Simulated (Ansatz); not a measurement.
An input for Ansatz 0.2.0 (AlGa3N4 (P-43m)):

```yaml
crystal:
  lattice:
    - [8.94337072, 0.0, 0.0]
    - [0.0, 8.94337072, 0.0]
    - [0.0, 0.0, 8.94337072]
  atoms:
    - { symbol: Al, position: [0.0, 0.0, 0.0] }
    - { symbol: Ga, position: [0.25, 0.25, 0.0] }
    - { symbol: Ga, position: [0.25, 0.0, 0.25] }
    - { symbol: Ga, position: [0.0, 0.25, 0.25] }
    - { symbol: "N", position: [0.37785721, 0.37785721, 0.12214279] }
    - { symbol: "N", position: [0.37785721, 0.12214279, 0.37785721] }
    - { symbol: "N", position: [0.12214279, 0.37785721, 0.37785721] }
    - { symbol: "N", position: [0.12214279, 0.12214279, 0.12214279] }
    - { symbol: Al, position: [0.0, 0.0, 0.5] }
    - { symbol: Ga, position: [0.25, 0.25, 0.5] }
    - { symbol: Ga, position: [0.25, 0.0, 0.75] }
    - { symbol: Ga, position: [0.0, 0.25, 0.75] }
    - { symbol: "N", position: [0.37785721, 0.37785721, 0.62214279] }
    - { symbol: "N", position: [0.37785721, 0.12214279, 0.87785721] }
    - { symbol: "N", position: [0.12214279, 0.37785721, 0.87785721] }
    - { symbol: "N", position: [0.12214279, 0.12214279, 0.62214279] }
    - { symbol: Al, position: [0.0, 0.5, 0.0] }
    - { symbol: Ga, position: [0.25, 0.75, 0.0] }
    - { symbol: Ga, position: [0.25, 0.5, 0.25] }
    - { symbol: Ga, position: [0.0, 0.75, 0.25] }
    - { symbol: "N", position: [0.37785721, 0.87785721, 0.12214279] }
    - { symbol: "N", position: [0.37785721, 0.62214279, 0.37785721] }
    - { symbol: "N", position: [0.12214279, 0.87785721, 0.37785721] }
    - { symbol: "N", position: [0.12214279, 0.62214279, 0.12214279] }
    - { symbol: Al, position: [0.0, 0.5, 0.5] }
    - { symbol: Ga, position: [0.25, 0.75, 0.5] }
    - { symbol: Ga, position: [0.25, 0.5, 0.75] }
    - { symbol: Ga, position: [0.0, 0.75, 0.75] }
    - { symbol: "N", position: [0.37785721, 0.87785721, 0.62214279] }
    - { symbol: "N", position: [0.37785721, 0.62214279, 0.87785721] }
    - { symbol: "N", position: [0.12214279, 0.87785721, 0.87785721] }
    - { symbol: "N", position: [0.12214279, 0.62214279, 0.62214279] }
    - { symbol: Al, position: [0.5, 0.0, 0.0] }
    - { symbol: Ga, position: [0.75, 0.25, 0.0] }
    - { symbol: Ga, position: [0.75, 0.0, 0.25] }
    - { symbol: Ga, position: [0.5, 0.25, 0.25] }
    - { symbol: "N", position: [0.87785721, 0.37785721, 0.12214279] }
    - { symbol: "N", position: [0.87785721, 0.12214279, 0.37785721] }
    - { symbol: "N", position: [0.62214279, 0.37785721, 0.37785721] }
    - { symbol: "N", position: [0.62214279, 0.12214279, 0.12214279] }
    - { symbol: Al, position: [0.5, 0.0, 0.5] }
    - { symbol: Ga, position: [0.75, 0.25, 0.5] }
    - { symbol: Ga, position: [0.75, 0.0, 0.75] }
    - { symbol: Ga, position: [0.5, 0.25, 0.75] }
    - { symbol: "N", position: [0.87785721, 0.37785721, 0.62214279] }
    - { symbol: "N", position: [0.87785721, 0.12214279, 0.87785721] }
    - { symbol: "N", position: [0.62214279, 0.37785721, 0.87785721] }
    - { symbol: "N", position: [0.62214279, 0.12214279, 0.62214279] }
    - { symbol: Al, position: [0.5, 0.5, 0.0] }
    - { symbol: Ga, position: [0.75, 0.75, 0.0] }
    - { symbol: Ga, position: [0.75, 0.5, 0.25] }
    - { symbol: Ga, position: [0.5, 0.75, 0.25] }
    - { symbol: "N", position: [0.87785721, 0.87785721, 0.12214279] }
    - { symbol: "N", position: [0.87785721, 0.62214279, 0.37785721] }
    - { symbol: "N", position: [0.62214279, 0.87785721, 0.37785721] }
    - { symbol: "N", position: [0.62214279, 0.62214279, 0.12214279] }
    - { symbol: Al, position: [0.5, 0.5, 0.5] }
    - { symbol: Ga, position: [0.75, 0.75, 0.5] }
    - { symbol: Ga, position: [0.75, 0.5, 0.75] }
    - { symbol: Ga, position: [0.5, 0.75, 0.75] }
    - { symbol: "N", position: [0.87785721, 0.87785721, 0.62214279] }
    - { symbol: "N", position: [0.87785721, 0.62214279, 0.87785721] }
    - { symbol: "N", position: [0.62214279, 0.87785721, 0.87785721] }
    - { symbol: "N", position: [0.62214279, 0.62214279, 0.62214279] }
kpoints:
  mp_grid: { grid: [1, 1, 1] }
hamiltonian:
  xc: pbesol
scf:
  occupations: { method: fixed }
gw:
  n_empty_bands: 752
  ecut_chi: 60.0
  qp_bands: [v1, c1]
  qp_kpoints: band_edges
  screening: { model: contour_deformation }
```

```sh
ansatz run input.yaml --threads 16 --pin off --max-ram 36864MiB --backend cpu --events-out ev --progress --plain --runs-dir out
```

**Question.** Estimate wall time and host memory on 16 threads of Arm Neoverse V2, shared host.

It took 30 s; on shared hardware allow 15 s to 61 s. Peak host memory was 4.1 GiB. The sizes that set the cost: 13949 plane waves a state, 1 irreducible k points, 1000 bands summed, 739 plane waves in the screening and 7 SCF cycles.

The screening grows as filled bands × empty bands × pairs of k points, times the square of the screening basis for the matrix.

[Paths, hosts, dates, memory and timing lines, banners, echoed tables and standing remarks are left out of the program output.]

[Logs are printed without paths, hosts, clocks, repeated set-up lines and the standing remarks that a program may print on its own settings, such as how far it seeks lower states.]

[Runs of the session that timed out or met a known fault of the program may be left out.]

[Cells called generated may have been cut or substituted from an entry of the Crystallography Open Database or the Materials Project.]

[Hosts, paths, dates, database ids (printed as entryN), source tags and the programs' standing remarks are cut or masked in the printed files.]
